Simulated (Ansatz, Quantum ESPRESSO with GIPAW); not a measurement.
# 13C assignment in C2H3

The values are calculated: DFT, PBEsol, plane-wave PAW (pslibrary 1.0.0 recipes), scalar-relativistic, GIPAW shieldings (Quantum ESPRESSO with GIPAW, a patched development version). To turn shieldings into shifts, lines fitted to measured solids are used. 13C: δ = (162.2 − σ), zero at TMS, fitted to 6 measured values, from C, KHCO3, Li2CO3, MgCO3, Na2CO3 and SiC, with a scatter of 0.77 ppm r.m.s., on σ without the shape term. Kinds of site that fitted badly were split off after the misses were seen, so the scatter is that of the points kept. Spans are on the shift scale.

```xyz
10
Lattice="3.5794 -3.2276 0.0000 3.5794 3.2276 0.0000 -0.7819 0.0000 4.0025" Properties=species:S:1:pos:R:3 pbc="T T T"
C     4.6512    0.0000    2.8827
C     1.7258    0.0000    1.1198
C     5.8689    0.0000    3.6680
C     0.5081    0.0000    0.3345
H     2.3425   -0.8936    0.9080
H     4.0345   -0.8936    3.0945
H     4.0345    0.8936    3.0945
H     2.3425    0.8936    0.9080
H     4.8804    0.0000    1.8029
H     1.4966    0.0000    2.1996
```

The cell is an entry of the Crystallography Open Database; it need not be the form that is stable at ambient conditions. The coordinates shown are those after relaxation (atoms relaxed).

The C sites:

```tsv
site	atom no.	atoms in cell	site symmetry	surroundings	bonds (Å)
C(1)	1	2	m	CCH3	1.10 to 1.45
C(2)	3	2	m	2 C neighbours	1.22 to 1.45
```

The lines to be assigned:

```tsv
line	δ_iso (ppm)	relative area	span (ppm)	skew
A	79.9	1	242.5	0.99
B	-1.9	1	21.3	0.77
```

Simulated spectrum: 13C MAS at 5 kHz, 14.1 T (151.0 MHz), lines broadened by 0.83 ppm; rigid lattice, with dipolar and J couplings left out. Lines over 1.5 % of the strongest (ppm: area): 179.2: 0.05, 146.1: 0.23, 113.0: 0.26, 79.9: 0.13, 46.8: 0.03, 13.6: 0.14, -1.9: 1.00, -19.5: 0.08, -52.6: 0.06, -85.7: 0.02.

Q: Assign the lines to the sites.

By the calculation: A is C(2) (2 C neighbours); B is C(1) (CCH3). The bonded neighbours set the region: A with C2; B with CH3.

[Banner, clock, file and message-heading lines were taken out of the pw.x and gipaw.x logs.]

[Logs are printed without paths, hosts, clocks, repeated set-up lines and the standing remarks that a program may print on its own settings, such as how far it seeks lower states.]

[Hosts, paths, dates, database ids (printed as entryN), source tags and the programs' standing remarks are cut or masked in the printed files.]
